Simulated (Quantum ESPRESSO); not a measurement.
# Gap and tunnelling decay at a withheld lattice constant: KSrCl3, cubic perovskite type

How the rows were computed: Quantum ESPRESSO 7.5 (pw.x, pwcond.x with ikind = 0), PBE, GBRV ultrasoft, cubic crystals. κ is the slowest decay along [001] at mid-gap among three points across the current.

```
a (Å)  gap on the mesh (eV)  κ (1/Å)
5.331                 4.815    0.327
5.501                 4.628    0.336
5.671                 4.449    0.342
6.012                 4.105    0.349
```

One more run was made and is withheld. What are gap and κ at a = 5.841 Å?

**Worked estimate.** A line through the rows at 5.671 and 6.012 Å gives a gap of 4.449 + 0.499 × (4.105 − 4.449) = 4.28 eV and κ = 0.345 1/Å. The two-band model κ = 0.5123 √(m* E_g/4) needs m* = 0.401 at 5.671 Å; with that mass and the new gap, κ = 0.335 1/Å.

**Check.** The gap is 4.275 eV and κ = 0.347 1/Å. The line misses the gap by +0.003 eV and κ by −0.4 %; the two-band estimate misses κ by −3.4 %.

**Limits.** The structure type is imposed. Local and semilocal gaps and decay constants are too small; no spin-orbit coupling. For an indirect gap m* is a fitting number alone.

[Logs are printed without paths, hosts, clocks, repeated set-up lines and the standing remarks that a program may print on its own settings, such as how far it seeks lower states.]
